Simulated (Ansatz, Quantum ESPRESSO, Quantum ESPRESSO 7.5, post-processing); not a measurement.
# Ballistic transmission: In chain with one bond drawn out by 2.0 Å

How well does the junction conduct in the ballistic limit? It is: In chain with one bond drawn out by 2.0 Å.

Program: Quantum ESPRESSO 7.5. Level of theory: plane-wave DFT, LDA, GBRV ultrasoft pseudopotentials (cross-check by Ansatz 0.2.0 with PAW datasets). Results are calculated unless marked as measured.

Report form: the programs' logs are mostly left out.

**1. The starting structure**

The cell holds 10 atoms: 10 In. Cell: a = 7.500 Å, b = 7.500 Å, c = 31.500 Å, α = 90.0°, β = 90.0°, γ = 90.0°. Regions: left lead, 5 atoms (5 In); right lead, 5 atoms (5 In). Vacuum lies along a and b. The structure is stacked along c, and the current runs across the ab planes.

**2. Self-consistent run**

One periodic cell holds a stretch of lead, the junction and more lead; the atoms stay as built.

The input, scf.in:

```
&control
  prefix = 'scf'
  outdir = './out'
  pseudo_dir = './pseudo'
  calculation = 'scf'
  tprnfor = .true.
/
&system
  ibrav = 0
  nat = 10
  ntyp = 1
  ecutwfc = 34
  ecutrho = 170
  occupations = 'smearing'
  smearing = 'mv'
  degauss = 0.01
/
&electrons
  conv_thr = 1e-07
  mixing_beta = 0.25
  electron_maxstep = 120
  mixing_mode = 'local-TF'
/
ATOMIC_SPECIES
  In  114.8180  in_lda_v1.4.uspp.F.UPF
CELL_PARAMETERS angstrom
  7.50000000000000 0.00000000000000 0.00000000000000
  0.00000000000000 7.50000000000000 0.00000000000000
  0.00000000000000 0.00000000000000 31.50000000000000
ATOMIC_POSITIONS crystal
  In  0.500000000000 0.500000000000 0.000000000000
  In  0.500000000000 0.500000000000 0.093650793651
  In  0.500000000000 0.500000000000 0.187301587302
  In  0.500000000000 0.500000000000 0.280952380952
  In  0.500000000000 0.500000000000 0.374603174603
  In  0.500000000000 0.500000000000 0.531746031746
  In  0.500000000000 0.500000000000 0.625396825397
  In  0.500000000000 0.500000000000 0.719047619048
  In  0.500000000000 0.500000000000 0.812698412698
  In  0.500000000000 0.500000000000 0.906349206349
K_POINTS automatic
  1 1 3 0 0 0
```

Run with:

```
> OMP_NUM_THREADS=1 mpirun -n 4 pw.x -nk 1 -in scf.in > scf.out
```

Run time: 80 s. Hardware: 4 MPI ranks of Arm Neoverse V2, shared host; peak memory 2 GiB.

This step gave:

```
free energy  : -18093.4346 eV
Fermi energy : -1.443 eV
```

The program's own clock; routines nest. Time by routine:

```
     routine  wall time (s)  calls
       PWSCF          79.81      1
   electrons          76.89      1
     c_bands          48.84     17
     cegterg          47.79     34
       h_psi          31.68    145
        fftw          26.85  15324
    vloc_psi          23.93    145
    sum_band          13.03     17
     mix_rho           8.89     17
        newd           6.15     18
      calbec           5.66    187
        ffts            5.4   2003
h_psi:calbec           3.76    145
  add_vuspsi           3.75    145
```

The run needed 17 iterations to bring the estimated error under 1e-07 Ry; the largest force on any atom, held or free, is 0.40 eV/Å.

**3. Transmission with pwcond.x**

prefixt takes both regions from one run: the lead from 0 to bdl, the scattering region from bdl to bds (units of alat). ikind = 1 puts the same lead on both sides. The program's T_tot counts both spins in a run without spin; the tables below give T per spin.

The input, cond.in:

```
&inputcond
  outdir = './out'
  prefixt = 'scf'
  tran_file = 'cond.dat'
  bdl = 0.7866666667
  bds = 4.2000000000
  ikind = 1
  ewind = 4.0
  epsproj = 1e-05
  nz1 = 7
  energy0 = 2.0
  denergy = -0.1
/
1
  0.00000000 0.00000000 1.00000000
41
```

Run with:

```
> OMP_NUM_THREADS=1 mpirun -n 4 pwcond.x -in cond.in > cond.out
```

It took 2.6 min on 4 MPI ranks; peak memory 0.43 GiB.

This step gave:

| Property | Result |
| --- | --- |
| lead channels at the Fermi level, one spin | 3 |
| transmission at the Fermi level, one spin | 0.5050 |
| conductance | 0.5050 G₀ |

Per spin. Open channels against energy, zero at the Fermi level:

energy (eV), open channels and a bar:
```
    -2.00       0.00 
    -1.80       0.00 
    -1.60       0.00 
    -1.40       0.00 
    -1.20       1.00 ##########
    -1.00       1.00 ##########
    -0.90       1.00 ##########
    -0.70       1.00 ##########
    -0.50       1.00 ##########
    -0.30       1.00 ##########
    -0.10       3.00 ##############################
     0.00       3.00 ##############################
     0.10       3.00 ##############################
     0.30       3.00 ##############################
     0.50       3.00 ##############################
     0.70       3.00 ##############################
     0.90       3.00 ##############################
     1.00       3.00 ##############################
     1.20       3.00 ##############################
     1.40       3.00 ##############################
     1.60       3.00 ##############################
     1.80       3.00 ##############################
     2.00       3.00 ##############################
```

Per spin. Table of transmission by energy, zero at the Fermi level:

```
energy (eV)  transmission
      -2.00             0
      -1.90             0
      -1.70             0
      -1.60             0
      -1.40             0
      -1.30             0
      -1.20        0.0592
      -1.00         0.148
      -0.90         0.162
      -0.80         0.173
      -0.60         0.196
      -0.50         0.207
      -0.30         0.230
      -0.20         0.241
      -0.10         0.373
       0.00         0.505
       0.10         0.434
       0.20         0.384
       0.30         0.375
       0.50         0.388
       0.60         0.395
       0.80         0.415
       0.90         0.432
       1.00         0.462
       1.20         0.485
       1.30         0.511
       1.40         0.534
       1.60         0.573
       1.70         0.593
       1.90         0.640
       2.00         0.668
```

The program's own clock; routines nest. Time by routine:

```
     routine  wall time (s)  calls
      PWCOND          155.8      1
scatter_forw          126.6     82
      compbs          17.12     41
    compbs_2          14.09     41
       local           9.08      1
        init           0.74      1
       poten           0.08      1
```

At no point does T exceed the number of channels.

**4. Transmission with pwcond.x, with nz1 = 1**

How much does a setting matter? One run is repeated with a change.

cond.w.in, as its differences from the input of step 3:

```diff
@@ -3,3 +3,3 @@
   prefixt = 'scf'
-  tran_file = 'cond.dat'
+  tran_file = 'cond.w.dat'
   bdl = 0.7866666667
@@ -9,3 +9,3 @@
   epsproj = 1e-05
-  nz1 = 7
+  nz1 = 1
   energy0 = 2.0
```

Run with:

```
> OMP_NUM_THREADS=1 mpirun -n 4 pwcond.x -in cond.w.in > cond.w.out
```

Run time: 2.2 min. Hardware: 4 MPI ranks; peak memory 0.42 GiB.

The changed values were drawn from a wide range, not chosen for quality; the comparison shows what they did here together.

Beside the run it was changed from:

```
                                  quantity  this run  unchanged run  difference
 transmission at the Fermi level, one spin    0.5030         0.5050     -0.0020
lead channels at the Fermi level, one spin         3              3           0
                             wall time (s)       134            156
```

Over all energies T moves by up to 0.012, at -1.2 eV.

The physical values in this table move by up to 0.39 %.

**5. The same in Ansatz**

As a check, the same structure is run in Ansatz.

Level of this step: plane-wave DFT, LDA, Ansatz PAW (Ansatz 0.2.0).

The input, input.yaml:

```yaml
crystal:
  lattice:
    - [7.5, 0.0, 0.0]
    - [0.0, 7.5, 0.0]
    - [0.0, 0.0, 31.5]
  atoms:
    - { symbol: In, position: [0.5, 0.5, 0.0] }
    - { symbol: In, position: [0.5, 0.5, 0.0936507937] }
    - { symbol: In, position: [0.5, 0.5, 0.1873015873] }
    - { symbol: In, position: [0.5, 0.5, 0.280952381] }
    - { symbol: In, position: [0.5, 0.5, 0.3746031746] }
    - { symbol: In, position: [0.5, 0.5, 0.5317460317] }
    - { symbol: In, position: [0.5, 0.5, 0.6253968254] }
    - { symbol: In, position: [0.5, 0.5, 0.719047619] }
    - { symbol: In, position: [0.5, 0.5, 0.8126984127] }
    - { symbol: In, position: [0.5, 0.5, 0.9063492063] }
kpoints:
  mp_grid: { grid: [1, 1, 4] }
hamiltonian:
  xc: lda
scf:
  occupations: { method: fermi_dirac, width: 0.1 }
  convergence: { dr2_threshold: 1.0e-08 }
output:
  transmission:
    leads: [[0, 1]]
    e_range: [-2.0, 2.0]
    de: 0.05
    kmesh: [1, 1]
    reduced_basis: true
  write_potential: true
  write_density: true
  volumetric_format: npy
  elf: true
```

Run with:

```
> ansatz run input.yaml --threads 4 --pin off --max-ram 8192MiB --backend cpu --events-out ev --progress --plain --runs-dir out
```

The job ended after 23 s (4 threads; peak memory 2.4 GiB; 85 s of CPU time).

This step gave:

| Property | Result |
| --- | --- |
| free energy | -54555.0017 eV |
| energy at zero smearing | -54554.6020 eV |
| smearing term TS | 0.7993 eV |
| Fermi energy | -1.437 eV |
| symmetry operations | 16 |
| transmission at the Fermi level, one spin | 0.4122 |
| step of the lead's Hamiltonian over a period | 14.3 meV |

Per spin. The transmission by energy, zero at the Fermi level:

```
energy (eV)  transmission
     -2.000             0
     -1.800             0
     -1.600             0
     -1.400             0
     -1.200        0.0707
     -1.000         0.133
     -0.800         0.167
     -0.600         0.193
     -0.400         0.216
     -0.200         0.236
      0.000         0.412
      0.200         0.402
      0.400         0.388
      0.600         0.401
      0.800         0.427
      1.000         0.461
      1.200         0.497
      1.400         0.533
      1.600         0.571
      1.800         0.611
      2.000         0.662
```

Per spin. Table of open channels by energy, zero at the Fermi level:

```
energy (eV)  open channels
     -1.400              0
     -1.200              1
     -1.000              1
     -0.800              1
     -0.600              1
     -0.400              1
     -0.200              1
      0.000              3
      0.200              3
      0.400              3
      0.600              3
      0.800              3
      1.000              3
      1.200              3
      1.400              3
      1.600              3
      1.800              3
      2.000              3
```

Electrostatic potential energy in the ca plane at fractional y = 0.500, with atoms of In within 0.2 Å of it. With pseudopotentials it is smooth inside the atoms' cores, unlike the true potential.

Ten even steps from '0' (-46 eV) to '9' (2 eV), each cell a mean:
```
99999999999999999999999999999999999999999999
99999999999999999999999999999999999999999999
99999999999999999999999999999999999999999999
99999999999999999999999999999999999999999999
99999999999999999999999999999999999999999999
99999999999999999999999999999999999999999999
99888899998888999988889999888899998888999998
98644689986446899864468998644589987445899874
97200268873002689730026897300158973001589730
85100048851000488610004886100048861000488610
96100158861001588620015886200048862000488720
97421479985214799852247998522379985213789852
99866789998767899987678999876789998767899987
99998999999999999999999999999999999999999999
99999999999999999999999999999999999999999999
99999999999999999999999999999999999999999999
99999999999999999999999999999999999999999999
99999999999999999999999999999999999999999999
99999999999999999999999999999999999999999999
99999999999999999999999999999999999999999999
```
Columns run along c (16.0 Å, from fractional 0.49 to 1.00 of the cell; values clipped at the 3rd and 97th percentile), rows up along a (7.5 Å). Atoms in or near the plane, at fractional coordinates: In at (0.53, 0.50), In at (0.63, 0.50), In at (0.72, 0.50), In at (0.81, 0.50), In at (0.91, 0.50).

Valence density in the ca plane at fractional y = 0.500, with atoms of In within 0.2 Å of it. It is the smooth field of the valence electrons, not physical close to the nuclei.

Values in units of 1e0 e/Å³, 11 rows by 16 columns, each cell a mean:
```
0.0 0.0 0.0 0.0 0.0 0.0 0.0 0.0 0.0 0.0 0.0 0.0 0.0 0.0 0.0 0.0
0.0 0.0 0.0 0.0 0.0 0.0 0.0 0.0 0.0 0.0 0.0 0.0 0.0 0.0 0.0 0.0
0.0 0.0 0.0 0.0 0.0 0.0 0.0 0.0 0.0 0.0 0.0 0.0 0.0 0.0 0.0 0.0
0.1 0.2 0.1 0.1 0.2 0.1 0.1 0.2 0.1 0.1 0.2 0.1 0.1 0.2 0.1 0.1
0.5 3.3 0.5 0.7 3.2 0.4 0.9 3.1 0.3 1.1 2.9 0.3 1.4 2.7 0.2 1.6
1.0 8.0 0.9 1.5 7.8 0.7 1.9 7.5 0.6 2.5 7.0 0.4 3.1 6.5 0.4 3.8
0.3 1.6 0.3 0.4 1.6 0.3 0.5 1.5 0.2 0.6 1.4 0.2 0.7 1.3 0.2 0.9
0.0 0.1 0.1 0.1 0.1 0.1 0.1 0.1 0.1 0.1 0.1 0.0 0.1 0.1 0.0 0.1
0.0 0.0 0.0 0.0 0.0 0.0 0.0 0.0 0.0 0.0 0.0 0.0 0.0 0.0 0.0 0.0
0.0 0.0 0.0 0.0 0.0 0.0 0.0 0.0 0.0 0.0 0.0 0.0 0.0 0.0 0.0 0.0
0.0 0.0 0.0 0.0 0.0 0.0 0.0 0.0 0.0 0.0 0.0 0.0 0.0 0.0 0.0 0.0
```
Columns run along c (16.0 Å, from fractional 0.49 to 1.00 of the cell), rows up along a (7.5 Å). Atoms in or near the plane, at fractional coordinates: In at (0.53, 0.50), In at (0.63, 0.50), In at (0.72, 0.50), In at (0.81, 0.50), In at (0.91, 0.50).

Ansatz finds T = 0.412 against pwcond's 0.505.

**6. All levels side by side**

All levels:

```
                   step  T at the Fermi level (per spin)  conductance (G0)  r.m.s. T(E) from the first  CPU time of the step (s)  peak memory (GiB)
                 Ansatz                           0.4122                 -                           0                     85.15              2.364
                 pwcond                            0.505             0.505                     0.01984                     625.2               0.43
pwcond, changed setting                            0.503             0.503                      0.0198                     534.5               0.42
```

Per spin. Table of transmission by energy, zero at the Fermi level:

```
energy (eV)  Ansatz  pwcond  pwcond, changed setting
      -2.00       0       0                        0
      -1.80       0       0                        0
      -1.60       0       0                        0
      -1.40       0       0                        0
      -1.20  0.0707  0.0592                   0.0468
      -1.00   0.133   0.148                    0.149
      -0.90   0.151   0.162                    0.162
      -0.70   0.180   0.185                    0.184
      -0.50   0.205   0.207                    0.205
      -0.30   0.226   0.230                    0.227
      -0.10   0.308   0.373                    0.367
       0.00   0.412   0.505                    0.503
       0.10   0.420   0.434                    0.436
       0.30   0.391   0.375                    0.374
       0.50   0.393   0.388                    0.387
       0.70   0.413   0.403                    0.402
       0.90   0.443   0.432                    0.430
       1.00   0.461   0.462                    0.459
       1.20   0.497   0.485                    0.483
       1.40   0.533   0.534                    0.531
       1.60   0.571   0.573                    0.570
       1.80   0.611   0.615                    0.612
       2.00   0.662   0.668                    0.664
```

**7. By hand**

G = 0.505 × 77.48 µS = 39.1 µS a cell, a resistance of 25.6 kΩ.

**8. Results**

| Quantity | Value |
| --- | --- |
| conductance from T at the Fermi level, a cell (G₀ = 2e²/h) | 0.505 G₀ |
| lead channels per spin | 3.00 |
| the same conductance by Ansatz | 0.412 G₀ |

The junction conducts 0.505 G₀ a cell at the Fermi level (LDA, GBRV ultrasoft). At the Fermi level the junction passes 17 % of what the leads offer. At the Fermi level pwcond and Ansatz differ by 23 %; unlike potentials, short leads and band edges at slightly different energies can each add to that; the cause was not traced. Over -2 to 2 eV, T lies between 0 and 0.67 per spin. The geometry is as built, not relaxed, and the leads are short.

[Logs are printed without paths, hosts, clocks, repeated set-up lines and the standing remarks that a program may print on its own settings, such as how far it seeks lower states.]

[Hosts, paths, dates, database ids (printed as entryN), source tags and the programs' standing remarks are cut or masked in the printed files.]

[Maps of the electrostatic potential energy from Ansatz leave out the sawtooth potential of an applied field or a dipole correction, so their vacuum need not be flat; planar profiles and work functions include it.]
